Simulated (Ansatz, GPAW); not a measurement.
# STM contrast on a 5-layer slab of Sr(110), part 3 of 3

Wanted: filled- and empty-state images of a 5-layer slab of Sr(110), with its work function.

GPAW 26.7.0 and Ansatz 0.2.0; GPAW, PAW setups; slab in vacuum (the session's first sound run).

So far, upper work function (eV): step 2 (relaxation) 2.61; step 3 (bands at fixed density, height 3.5 Å, STM [-0.5, 0.5] V) 2.61.

## Step 4: A second plane-wave code (continued)

Level of this step: Ansatz plane waves; slab in vacuum with a dipole correction (Ansatz).

Tip height over the top atom over a1 and a2. Constant current at the density 5.849e-04 e/Å^3, window e_range_0_0.5.

Values in Å, 12 rows by 16 columns, each cell a mean:
```
3.45 3.45 3.46 3.47 3.46 3.45 3.44 3.43 3.43 3.44 3.45 3.46 3.47 3.46 3.46 3.45
3.48 3.48 3.49 3.48 3.48 3.46 3.45 3.44 3.43 3.44 3.46 3.47 3.48 3.49 3.48 3.48
3.53 3.53 3.52 3.51 3.50 3.47 3.45 3.44 3.44 3.45 3.47 3.49 3.51 3.52 3.53 3.53
3.57 3.57 3.55 3.54 3.51 3.49 3.46 3.45 3.45 3.46 3.48 3.50 3.53 3.55 3.56 3.57
3.60 3.59 3.58 3.56 3.53 3.50 3.47 3.45 3.45 3.46 3.49 3.52 3.55 3.57 3.59 3.60
3.61 3.61 3.59 3.56 3.53 3.50 3.47 3.46 3.45 3.47 3.49 3.52 3.55 3.58 3.60 3.61
3.61 3.60 3.59 3.56 3.53 3.50 3.47 3.45 3.45 3.46 3.49 3.52 3.55 3.58 3.60 3.61
3.59 3.58 3.57 3.55 3.52 3.49 3.47 3.45 3.45 3.46 3.48 3.51 3.54 3.56 3.58 3.59
3.55 3.55 3.54 3.53 3.51 3.48 3.46 3.45 3.44 3.45 3.47 3.50 3.52 3.54 3.55 3.55
3.51 3.51 3.51 3.50 3.49 3.47 3.45 3.44 3.44 3.45 3.46 3.48 3.50 3.51 3.51 3.51
3.46 3.47 3.47 3.48 3.47 3.46 3.44 3.43 3.43 3.44 3.45 3.47 3.47 3.48 3.47 3.47
3.44 3.45 3.46 3.46 3.46 3.45 3.44 3.43 3.43 3.44 3.45 3.46 3.46 3.46 3.45 3.44
```
Columns: a1 from 0 to 0.978; rows upwards: a2 from 0 to 0.967.

Force by atom:

```
atom  x (eV/Å)  y (eV/Å)  z (eV/Å)    size
 Sr1    0.0000    0.0000    0.0655  0.0655
 Sr2    0.0000    0.0000    0.0015  0.0015
 Sr3    0.0000    0.0000   -0.0450  0.0450
 Sr4    0.0000    0.0000   -0.0389  0.0389
 Sr5    0.0000    0.0000    0.0169  0.0169
```

Band density in the ca plane at fractional y = 0.000, with atoms of Sr within 0.2 Å of it.

Ten steps, logarithmic in the rise over the least value, from '0' (0.00 × 1e-2 Å⁻³) to '9' (2.32 × 1e-2 Å⁻³), each cell a mean:
```
45556898646777766888866777764689965554321100
45566678667777765688756777776688766554321100
45566777777777766677766777777787766554321000
34566778888777777777777777778888776554321000
34566778888777777777777777788888766543221000
34556777888877777777777777788887766543211000
33456677788877777777777777888877765543211000
33456677788877777777777777888877665443211000
33456677788877777777777777888877765443211000
34456677888877777777777777788877765543211000
34556778888777777777777777788887766543211000
34566778888777777777777777788888776543321000
44566778877777776777766777777888776554321000
45566677777777766678766777777787666554321100
45555788656777765788866777775688865554321100
45556998746777766888976777764689965554321100
```
Columns run along c (16.0 Å, from fractional 0.24 to 0.85 of the cell), rows up along a (6.1 Å). Atoms in or near the plane, at fractional coordinates: Sr at (0.34, 0.00), Sr at (0.50, 0.00), Sr at (0.66, 0.00).

Band density in the ca plane at fractional y = 0.000, with atoms of Sr within 0.2 Å of it.

Ten steps, logarithmic in the rise over the least value, from '0' (0.01 × 1e-2 Å⁻³) to '9' (4.01 × 1e-2 Å⁻³), each cell a mean:
```
34446998767788888998998888876789974443221000
34456899877888888888888888888899865443321000
34556777788888888776778888888777765543321000
34566677788888887777778888888877766544321000
34566777888888888777778888888877766544321000
34566777888888888777788888888887766544321000
34566778888888888888888888888887766543321000
34566778888888888888888888888887766543321000
34566778888888888888888888888887766543321000
34566778888888888777788888888887766543321000
34566777888888888777778888888887766544321000
34566777888888887777778888888877766544321000
34556677788888887776778888888777766544321000
34456788888888888877888888888888765543321000
34446899877888888998988888877899965443321000
34446997646788888986998888775669974433221000
```
Columns run along c (16.0 Å, from fractional 0.24 to 0.85 of the cell), rows up along a (6.1 Å). Atoms in or near the plane, at fractional coordinates: Sr at (0.34, 0.00), Sr at (0.50, 0.00), Sr at (0.66, 0.00).

ELF in the ca plane at fractional y = 0.000, with atoms of Sr within 0.2 Å of it. It is the smooth field of the valence electrons, not physical close to the nuclei.

Ten even steps from '0' (0.00) to '9' (0.86), each cell a mean:
```
21017974894023117964893123139846982012321000
31004899972134203899961134116999951012211000
22101367521255311366520255311466410122210000
22210011112566531111112466531111001222110000
12322112245666554222234566664321122322100000
12234445667655556555556555667655443321000000
01234556776554456666666544567766543211000000
01234556666544456666665444566766543210000000
01234556776544456666665544567766543210000000
11234556677655556666666555567766543221000000
12333333456666555433445566666543333321100000
22211111124666542111123566642111111222100000
22100133211356420133211356411233200122210000
32002699851145202699841144214899730012210000
21015998993134115988982133128988961012221000
21017951695023117931794022139713982012321000
```
Columns run along c (16.0 Å, from fractional 0.24 to 0.85 of the cell), rows up along a (6.1 Å). Atoms in or near the plane, at fractional coordinates: Sr at (0.34, 0.00), Sr at (0.50, 0.00), Sr at (0.66, 0.00).

The upper face's work function is 2.605 eV, against 2.607 eV in the first plane-wave PBE run at this geometry.

## Step 5: Side by side

Results and costs are gathered.

This step: comparison of work functions, dipole and cost (GPAW 26.7.0).

Ladder, by row:

| step | code | work function, upper (eV) | work function, lower (eV) | dipole (e Å) | wall time (s) | peak memory (GiB) | threads |
| --- | --- | --- | --- | --- | --- | --- | --- |
| pw | GPAW | 2.607 | 2.601 | -9.11e-4 | 418.5 | 0.64 | 1 |
| ansatz | Ansatz | 2.605 | 2.599 | -9.29e-4 | 15.35 | 1.119 | 4 |

## Step 6: What came out

| Item | Value |
| --- | --- |
| work function, upper and lower face | 2.607 and 2.601 eV |
| dipole along the normal | -9.1e-4 e Å |
| corrugation at -0.5 V | 0.596 Å |
| corrugation at 0.5 V | 0.206 Å |

What this shows: The corrugation at constant current is largest at -0.5 V, where the tip height varies by 0.60 Å over the cell. Negative sample bias images filled states, positive bias empty ones. The measured value for polycrystalline Sr, which weights the faces of low work function, is 2.59 eV (as compiled in "Anisotropic work function of elemental crystals", 2019, arxiv:1902.07811); the relaxed upper face lies 0.017 eV over it with PBE. Measured work functions scatter by a tenth of an eV or more between methods. The two plane-wave codes differ by 0.0023 eV on the upper face. The images are of Tersoff-Hamann type: an s-wave tip, no tip-sample forces, heights closer than in a microscope. Ansatz gives corrugations of 0.59 Å at -0.5 V (GPAW 0.60) and 0.19 Å at 0.5 V (GPAW 0.21). GPAW's time includes a further run over the whole zone for the images, so the two times are not like for like. The small printed dipole stands for a step of 6.3 meV from the lower to the upper face, and the probes find 6.5 meV; values this small are near the numerical noise of both. The in-plane lattice was kept as typed, which isn't the functional's own and leaves some strain; spin-orbit coupling and temperature are left out.

[Logs are printed without paths, hosts, clocks, repeated set-up lines and the standing remarks that a program may print on its own settings, such as how far it seeks lower states.]

[Hosts, paths, dates, database ids (printed as entryN), source tags and the programs' standing remarks are cut or masked in the printed files.]
